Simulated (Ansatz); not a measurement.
**Ca2Si (model cell, started as cuprite): a soft mode frozen in**

Which phase does Ca2Si (model cell, started as cuprite) fall into along its unstable mode, and how much energy does it gain?

Program: Ansatz 0.2.0. Level of theory: DFT PBEsol, scalar-relativistic, plane waves, PAW. Results are calculated unless marked as measured.

The structure was built from a prototype and need not be the compound's stable phase.

### Step 1. The structure

It takes space group Pn-3m (No. 224, cubic). Conventional cell: a = 6.362 Å, b = 6.362 Å, c = 6.362 Å, α = 90.00°, β = 90.00°, γ = 90.00°. Nearest to Si lie 4 Ca at 2.75 Å. Nearest to Ca lie 2 Si at 2.75 Å. Farther neighbours are not listed.

### Step 2. Modes at Γ

The cell comes from relaxations at this level that are not shown. The zone centre is the only wavevector solved here; it holds the modes that light can see, as far as symmetry allows. No field response is asked, since the mesh shows no gap.

File input.yaml:

```yaml
crystal:
  lattice:
    - [6.3617785281, 0.0, 0.0]
    - [0.0, 6.3617785281, 0.0]
    - [0.0, 0.0, 6.3617785281]
  atoms:
    - { symbol: Si, position: [0.0, 0.0, 0.0] }
    - { symbol: Si, position: [0.5, 0.5, 0.5] }
    - { symbol: Ca, position: [0.25, 0.25, 0.25] }
    - { symbol: Ca, position: [0.75, 0.75, 0.25] }
    - { symbol: Ca, position: [0.75, 0.25, 0.75] }
    - { symbol: Ca, position: [0.25, 0.75, 0.75] }
kpoints:
  mp_grid: { grid: [6, 6, 6] }
hamiltonian:
  xc: pbesol
scf:
  occupations: { method: methfessel_paxton, width: 0.15 }
output:
  eigenvalues: true
phonons:
  method: dfpt
```

The run is started by

```console
> ansatz run input.yaml --threads 8 --pin off --max-ram 14336MiB --backend cpu --events-out ev --progress --plain --runs-dir out
```

Numbers of over 12 decimals in the logs are rounded to 6 here.

Log:

```text
Engine: ansatz 0.2.0, aarch64-unknown-linux-gnu
Pseudopotentials: kind: paw
Pseudopotential: Si, paw, valence charge 4, recommended cutoff 420 eV (normal), Si.paw.azcp
Pseudopotential: Ca, paw, valence charge 10, recommended cutoff 420 eV (normal), Ca.paw.azcp
Functional definition: PBEsol
  exchange = pbesol_x
  correlation = pbesol_c
Crystal: 6 atoms, lattice volume = 257.475 Å³
Basis set: ecut = 420 eV, 5041 PW (Γ), exchange–correlation on 96×96×96 points (8 copies of the dense FFT grid, shifted against one another)
Bands: 30, of which v1, the nominal top of the filled ones, is band 24 counted from 1 (23 counted from 0)
Symmetry: 48 space group operations
k-points: 68 of 216 (irreducible under 2 space group operations, time reversal used)
Non-local potential: Si, projectors of the file, l = 0: 2, l = 1: 2, l = 2: 2
Non-local potential: Ca, projectors of the file, l = 0: 3, l = 1: 2, l = 2: 2
PAW form: soft (Blöchl's): semilocal exchange-correlation on the pseudo side does not see the compensation charge
PAW frozen core: Si, regenerated for the run's functional, and the local potential with it (the file was generated under x = pbe(κ = 0.804, μ = 0.219515), c = pbe(β = 0.066725))
PAW frozen core: Ca, regenerated for the run's functional, and the local potential with it (the file was generated under x = pbe(κ = 0.804, μ = 0.219515), c = pbe(β = 0.066725))
PAW one-centre angular grid: Si, 110 points (default); XC on 64 Gauss nodes
PAW one-centre angular grid: Ca, 110 points (default); XC on 64 Gauss nodes
Initial density: superposition of atomic densities (neutral atoms: chi_scale 0, normalization atom), corrected by the library's trained network
Initial wavefunctions: pseudopotential atomic-orbital guess
Functional: x = pbesol(κ = 0.804, μ = 0.123457), c = pbesol(β = 0.046)
SCF iter   1: F=—  HF=-8416.162168 eV  |F-HF|=—  |Δ(HF+E_count)|=         —  Δρ=2.29e-3  dr2=8.62e-3  ethr=1.77e-3  ⟨swp⟩=10.5  Hψ=10877  notcnv=0
preconditioner: auto → Kerker (q_TF=auto, 2.062 Å⁻¹)  [metal: Δε(μ)=0.037 eV  Ē_g=3.588 eV  σ=0.150 eV  W_gap=0.21  n_scr=32 (ndim 8)  ℏωp=9.3 eV  f_vac=0.000  D(μ)=2.81/eV (n_scr^D=18)]
SCF iter   2: F=—  HF=-8416.163354 eV  |F-HF|=—  |Δ(HF+E_count)|=   1.19e-3  S|Δr|=    0.00e0  Δρ=1.16e-3  dr2=2.15e-3  ethr=1.80e-5  ⟨swp⟩=3.0  Hψ=4547  notcnv=0
SCF iter   3: F=—  HF=-8416.164439 eV  |F-HF|=—  |Δ(HF+E_count)|=   1.09e-3  S|Δr|=    0.00e0  Δρ=2.66e-4  dr2=2.06e-4  ethr=4.47e-6  ⟨swp⟩=2.1  Hψ=3680  notcnv=0
SCF iter   4: F=—  HF=-8416.164615 eV  |F-HF|=—  |Δ(HF+E_count)|=   1.76e-4  S|Δr|=    0.00e0  Δρ=7.74e-5  dr2=4.14e-5  ethr=4.28e-7  ⟨swp⟩=2.0  Hψ=2438  notcnv=0
SCF iter   5: F=—  HF=-8416.164619 eV  |F-HF|=—  |Δ(HF+E_count)|=   3.48e-6  S|Δr|=    0.00e0  Δρ=3.18e-5  dr2=6.51e-6  ethr=8.63e-8  ⟨swp⟩=2.1  Hψ=2282  notcnv=0
SCF iter   6: F=—  HF=-8416.164613 eV  |F-HF|=—  |Δ(HF+E_count)|=   5.09e-6  S|Δr|=    0.00e0  Δρ=9.02e-6  dr2=4.17e-7  ethr=1.36e-8  ⟨swp⟩=2.0  Hψ=2343  notcnv=0
SCF iter   7: F=—  HF=-8416.164541 eV  |F-HF|=—  |Δ(HF+E_count)|=   7.24e-5  S|Δr|=    0.00e0  Δρ=1.52e-6  dr2=8.83e-9  ethr=8.69e-10  ⟨swp⟩=2.0  Hψ=2553  notcnv=0
SCF iter   8: F=—  HF=-8416.164541 eV  |F-HF|=—  |Δ(HF+E_count)|=   1.48e-9  S|Δr|=    0.00e0  Δρ=2.54e-7  dr2=2.63e-10  ethr=1.84e-11  ⟨swp⟩=2.9  Hψ=3810  notcnv=0
SCF iter   9: F=—  HF=-8416.164541 eV  |F-HF|=—  |Δ(HF+E_count)|=  1.64e-11  S|Δr|=    0.00e0  Δρ=9.82e-8  dr2=6.29e-11  ethr=1.00e-12  ⟨swp⟩=1.4  Hψ=2487  notcnv=0
SCF iter  10: F=-8416.164541 eV  HF=-8416.164541 eV  |F-HF|=1.82e-12  |Δ(HF+E_count)|=  9.09e-12  S|Δr|=    0.00e0  Δρ=2.16e-8  dr2=2.35e-12  ethr=1.00e-12  ⟨swp⟩=7.4  Hψ=10225  notcnv=0
SCF 1 converged in 10 iterations: F = -8416.164541 eV  dr2 = 2.35e-12
  greatest PAW one-centre occupation: 0.996 electrons in one spin orbital (limit 2), on the Ca atom at site 4 (counted from 0), in its partial waves of l = 0
DFPT response loops at Γ: preconditioner auto → Kerker (q_TF=auto, 2.062 Å⁻¹) (partly filled bands, converged f_vac=0.000); β = 1.00, the filter's whole step (`scf.mixing.beta` (0.50) is not read by the response loops under this deck's `scf.mixing.preconditioner`; to damp them name `kerker` or `kerker_dos`, under which they read `scf.mixing.beta`, and type it under 1.00, their step now; both keys bind the ground state too); Broyden in place of MSR1
SCF converged after 10 iterations
Stability not checked: this state was not tested for a lower state beside it, because cold or Methfessel-Paxton smearing, or corrected tetrahedra, fill the levels in a way that the test cannot read (fill_not_monotonic; see scf.lower_state_search)
Free energy (F): -8416.164541 eV
Harris-Foulkes:  -8416.164541 eV  (|F-HF|=1.82e-12)
Internal energy: -8416.164893 eV  (E = F + TS)
E sigma→0 (E₀):  -8416.164629 eV
Entropy (-TS):   0.000352 eV (0.059 meV/atom)
Fermi energy:    3.439542 eV
--- Per-component energies (eV) ---
  E_band       = -755.788030
  E_kinetic    = 1180.914679
  E_local      = -3914.801198  (includes V_loc(G=0)·N_el)
  E_nonlocal   = 312.194511
  E_hartree    = 1347.258068
  E_xc         = -645.346047
  E_vxc        = -765.016907  (∫ρ·V_xc dr)
  E_paw        = -4344.382337  (= ΣΔE_a)
  E_vpaw       = -263.595265  (= ΣTr[D̂ρ^β])
  E_aug_tail   = -0.000009  (compensation charges beyond the density's cutoff)
  E_ewald      = -2352.540859
  E_core_change = 0.538299  (= ΣΔE_core)
  E_smearing   = 0.000352  (= −TS)
  E_closure    = 0.000000  (closes the sum)
  Σ components = -8416.164541   (vs F -8416.164541, Δ=0.00e0)
--- Band table (eV; the first three rows and the last of 68) ---
  k-point 0: bands = [... 20 lower, 1.6912, 2.2332, 3.6497, 3.6497, 3.6497, 4.0857, 4.0857, 4.4094, ... 2 higher]
  k-point 1: bands = [... 20 lower, 1.7801, 2.1566, 3.4089, 3.4089, 3.5772, 4.1000, 4.1173, 4.3792, ... 2 higher]
  k-point 2: bands = [... 20 lower, 2.0364, 2.0364, 2.9346, 2.9346, 3.6145, 4.0441, 4.1438, 4.3037, ... 2 higher]
  k-point 67: bands = [... 20 lower, 1.6227, 2.2407, 2.2407, 2.2407, 4.2076, 4.2076, 4.2076, 5.2986, ... 2 higher]
--- Phonons (Γ-DFPT): 2 representative perturbations + reference, on 68 of 216 k-points (Σ response iterations 6) ---
  k mesh reduced under 2 symmetry operations, with k and −k counted as one. Each operation leaves every solved perturbation unchanged. A smaller set is not used because it would not reduce the number of displacements times k-points to solve
  ASR residual: 2.239e-5 → 0.000e0 eV/Å²; symmetrization residual: 5.889e-6 eV/Å²
  ASR residual per site (eV/Å²): 2.24e-5 2.24e-5 8.44e-6 8.44e-6 8.44e-6 8.44e-6
  Γ frequencies (cm⁻¹): -126.28 -126.28 -126.28 0.00 0.00 0.00 48.09 48.09 48.09 83.46 83.46 228.62 228.62 228.62 235.19 317.92 317.92 317.92
  non-analytic LO–TO correction: not included (Born effective charges unavailable; polar crystals: no LO–TO splitting at Γ)
```

The job ended after 25 s (8 threads of Arm Neoverse V2, shared host; peak memory 2.2 GiB).

Numbers from this step:

```
volume per atom                                         : 42.91 Å³
gap on the k-mesh                                       : 0 eV
sum-rule residual before enforcement                    : 2.24e-5 eV/Å²
point group                                             : m-3m
highest optical mode at the zone centre (no LO-TO term) : 317.9 cm⁻¹
lowest optical zone-centre mode                         : -126.3 cm⁻¹
```

Patterns of degenerate modes are one choice out of their space. Modes at Γ, with each element's share of the kinetic energy (negative means imaginary):

```tsv
mode	frequency (cm⁻¹)	symmetry	Si %	Ca %
1	-126.3	T1u	31	69
2	-126.3	T1u	31	69
3	-126.3	T1u	31	69
4	0.0	acoustic	26	74
5	0.0	acoustic	26	74
6	0.0	acoustic	26	74
7	48.1	T2u	0	100
8	48.1	T2u	0	100
9	48.1	T2u	0	100
10	83.5	Eu	0	100
11	83.5	Eu	0	100
12	228.6	T2g	100	0
13	228.6	T2g	100	0
14	228.6	T2g	100	0
15	235.2	A2u	0	100
16	317.9	T1u	43	57
17	317.9	T1u	43	57
18	317.9	T1u	43	57
```

Displacements in mode 2 (-126.3 cm⁻¹), the largest set to 1:
```
Si1  0.31  0.15  1.00
Si2  0.31  0.15  1.00
Ca3  0.54  0.69 -0.09
Ca4 -0.59 -0.45 -0.61
Ca5  0.38 -0.79 -0.26
Ca6 -0.76  0.34 -0.44
```

Displacements in mode 12 (228.6 cm⁻¹), the largest set to 1:
```
Si1 -1.00 -0.10  0.13
Si2  1.00  0.10 -0.13
Ca3  0.00  0.00  0.00
Ca4  0.00  0.00  0.00
Ca5  0.00  0.00  0.00
Ca6  0.00  0.00  0.00
```

Before it was imposed, the acoustic sum rule was missed by 2.2e-5 eV/Å². Small misses are needed for a sound result but don't prove that mesh and cutoff are converged. The lowest optical mode is imaginary, 126.3i cm⁻¹, so the energy falls along it.

### Step 3. The mode frozen in, largest atomic shift 0 Å

The mode followed lies at Γ with frequency 126.3i cm⁻¹ and is 3-fold degenerate, the softest among the wavevectors solved. At small amplitude the distorted cell has space group no. 160 by a symmetry search on the positions. The undistorted cell that holds it gives the zero of energy on the same k mesh.

input.yaml: that of step 2 with these lines changed.

```diff
@@ -19,4 +19,4 @@
 output:
+  forces: true
+  stress: true
   eigenvalues: true
-phonons:
-  method: dfpt
```

Log:

```text
[...]
Crystal: 6 atoms, lattice volume = 257.475 Å³
Basis set: ecut = 420 eV, 5041 PW (Γ), exchange–correlation on 90×90×90 points (8 copies of the dense FFT grid, shifted against one another)
Bands: 30, of which v1, the nominal top of the filled ones, is band 24 counted from 1 (23 counted from 0)
Symmetry: 48 space group operations
[...]
k-points: 20 of 216
[...]
k-point 0: bands = [... 20 lower, 1.6912, 2.2332, 3.6497, 3.6497, 3.6497, 4.0857, 4.0857, 4.4094, ... 2 higher]
  k-point 1: bands = [... 20 lower, 1.7801, 2.1566, 3.4089, 3.4089, 3.5772, 4.0999, 4.1173, 4.3791, ... 2 higher]
  k-point 2: bands = [... 20 lower, 2.0364, 2.0364, 2.9346, 2.9346, 3.6145, 4.0440, 4.1438, 4.3037, ... 2 higher]
  k-point 19: bands = [... 20 lower, 1.6227, 2.2407, 2.2407, 2.2407, 4.2076, 4.2076, 4.2076, 5.2985, ... 2 higher]
[key lines of the parts left out:]
SCF converged after 7 iterations
Free energy (F): -8416.164541 eV
Fermi energy:    3.439527 eV
P = ⅓ Tr σ = 0.0033 GPa (0.033 kbar)
```

Wall time 1.1 s (8 threads); peak memory 0.72 GiB; 7.5 s of CPU time.

This step gave:

```yaml
pressure: 0.003315 GPa
energy_from_the_undistorted_cell: 0 meV/atom
```

The run ends at a pressure of 0.00 GPa.

### Step 4. The mode frozen in, largest atomic shift 0.6 Å

The atoms are moved along the unstable eigenvector, the largest shift by 0.6 Å, with the cell fixed.

input.yaml, the sections that differ from step 3:

```yaml
crystal:
  lattice:
    - [6.3617785281, 0.0, 0.0]
    - [0.0, 6.3617785281, 0.0]
    - [0.0, 0.0, 6.3617785281]
  atoms:
    - { symbol: Si, position: [-0.0544517795, -0.0544517795, 0.0544517795] }
    - { symbol: Si, position: [0.4455482205, 0.4455482205, 0.5544517795] }
    - { symbol: Ca, position: [0.2690787742, 0.2690787742, 0.1691167894] }
    - { symbol: Ca, position: [0.7072743378, 0.7072743378, 0.2927256622] }
    - { symbol: Ca, position: [0.8308832106, 0.2690787742, 0.7309212258] }
    - { symbol: Ca, position: [0.2690787742, 0.8308832106, 0.7309212258] }
# kpoints, hamiltonian, scf, output: as in step 3
```

Log:

```text
[...]
Crystal: 6 atoms, lattice volume = 257.475 Å³
Basis set: ecut = 420 eV, 5041 PW (Γ), exchange–correlation on 90×90×90 points (8 copies of the dense FFT grid, shifted against one another)
Bands: 30, of which v1, the nominal top of the filled ones, is band 24 counted from 1 (23 counted from 0)
Symmetry: 6 space group operations
[...]
k-points: 32 of 216 (time reversal used)
[...]
k-point 0: bands = [... 20 lower, 1.9789, 2.4252, 3.0082, 3.2616, 3.2616, 3.9213, 3.9213, 4.6613, ... 2 higher]
  k-point 1: bands = [... 20 lower, 2.0531, 2.2332, 2.8862, 3.1748, 3.5387, 3.9471, 4.0901, 4.6104, ... 2 higher]
  k-point 2: bands = [... 20 lower, 2.1612, 2.2560, 2.7557, 2.9424, 3.8393, 4.0413, 4.3988, 4.4578, ... 2 higher]
  k-point 31: bands = [... 20 lower, 1.7464, 1.9475, 2.2263, 2.2263, 4.2895, 4.6008, 4.6008, 5.0598, ... 2 higher]
[key lines of the parts left out:]
SCF converged after 7 iterations
Free energy (F): -8416.884184 eV
Fermi energy:    3.247967 eV
P = ⅓ Tr σ = -2.5178 GPa (-25.178 kbar)
```

It took 2.2 s on 8 threads; peak memory 0.73 GiB.

This step gave:

* pressure: -2.518 GPa
* energy from the undistorted cell: -120.1 meV/atom

The energy, extrapolated to zero smearing, is -120.14 meV/atom against the undistorted cell.

The run ends at a pressure of -2.52 GPa, with forces up to 1.6 eV/Å.

### Step 5. Energy along the mode, all amplitudes (two of the runs are shown above)

An imaginary frequency means negative curvature, so the energy should fall and then rise again as anharmonic terms take over.

This step gave:

* depth at the lowest point sampled: 120.1 meV/atom
* largest atomic shift at that point: 0.6 Å

Table of energy from the parent by largest atomic shift:

```tsv
largest atomic shift (Å)	energy from the parent (meV/atom)
0.000	0
0.040	-1.43
0.080	-5.57
0.140	-16.0
0.220	-35.2
0.320	-63.3
0.450	-97.3
0.600	-120
```

Displacement at unit largest shift by atom:

```tsv
atom	x (Å)	y (Å)	z (Å)	size
Si1	-0.577	-0.577	0.577	0.999
Si2	-0.577	-0.577	0.577	0.999
Ca3	0.202	0.202	-0.858	0.904
Ca4	-0.453	-0.453	0.453	0.785
Ca5	0.858	0.202	-0.202	0.904
Ca6	0.202	0.858	-0.202	0.904
```

The lowest of the steps tried is the last one, at 0.6 Å, 120 meV/atom below the parent; the bottom of the well need not coincide with a step.

(Part 1 of 2 ends here.)

[Logs are printed without paths, hosts, clocks, repeated set-up lines and the standing remarks that a program may print on its own settings, such as how far it seeks lower states.]

[Hosts, paths, dates, database ids (printed as entryN), source tags and the programs' standing remarks are cut or masked in the printed files.]
